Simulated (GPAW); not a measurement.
Computed results, one entry a study.

```cif
data_cdwo4
_symmetry_space_group_name_H-M 'P2/c'
_symmetry_Int_Tables_number 13
_cell_length_a 5.0400
_cell_length_b 5.8701
_cell_length_c 5.0841
_cell_angle_alpha 90.000
_cell_angle_beta 91.476
_cell_angle_gamma 90.000
_cell_volume 150.36
loop_
_atom_site_label
_atom_site_type_symbol
_atom_site_symmetry_multiplicity
_atom_site_Wyckoff_symbol
_atom_site_fract_x
_atom_site_fract_y
_atom_site_fract_z
_atom_site_occupancy
Cd1 Cd 2 f 0.50000 0.69729 0.25000 1
W1 W 2 e 0.00000 0.17855 0.25000 1
O1 O 4 g 0.20180 0.09550 0.95040 1
O2 O 4 g 0.24200 0.37030 0.38390 1
_calc_subject 'CdWO4 (P2/c): G0W0 with GPAW, start to end'
_calc_method 'DFT, LDA, plane waves, PAW (and 1 further level or step)'
_calc_program 'GPAW 26.7.0'
_calc_settings_of_one_run 'cutoff 600 eV, GPAW PAW setups 1.2.1 data release, 4×2×4 k-mesh, nbands 188'
_calc_cost '4 runs, 18 min in all on 8 MPI ranks of Arm Neoverse V1, shared host (the runs of this entry)'
_calc_notes 'The cell and positions come from the Crystallography Open Database and are kept as given unless a step says otherwise. Limits: no spin-orbit coupling. Only 2 of the mesh’s irreducible points were corrected, so a valley elsewhere could overtake. The calculation has static nuclei and no excitons; a measured gap holds zero-point and thermal motion, which mostly lowers it. With atoms this heavy the missing spin-orbit coupling can matter too. Bands and cutoff are finite, so the gap is not at the basis limit. The miss can reach some tenths of an eV and take either sign; the mesh is an error of its own. The 4×2×4 mesh is coarse for this cell, which bears on the long-range parts of exchange and screening.'
_calc_lda_gap '2.93 eV, indirect (only 26 meV under the direct gap)'
_calc_g0w0_gap_on_the_mesh '4.75 eV'
_calc_g0w0_gap_over_the_zone_rigid_shift '4.73 eV'
_calc_gw_settings '4×2×4 mesh, 178 bands, screening to 65 eV, Godby-Needs plasmon pole'
_calc_known_limits 'not at the basis limit; d shell near the gap, gap tends to lie low; no spin-orbit coupling; coarse k mesh'
```

[Paths, hosts, dates, memory and timing lines, banners, echoed tables and standing remarks are left out of the program output.]

[Logs are printed without paths, hosts, clocks, repeated set-up lines and the standing remarks that a program may print on its own settings, such as how far it seeks lower states.]

[Runs of the session that timed out or met a known fault of the program may be left out.]

[Hosts, paths, dates, database ids (printed as entryN), source tags and the programs' standing remarks are cut or masked in the printed files.]
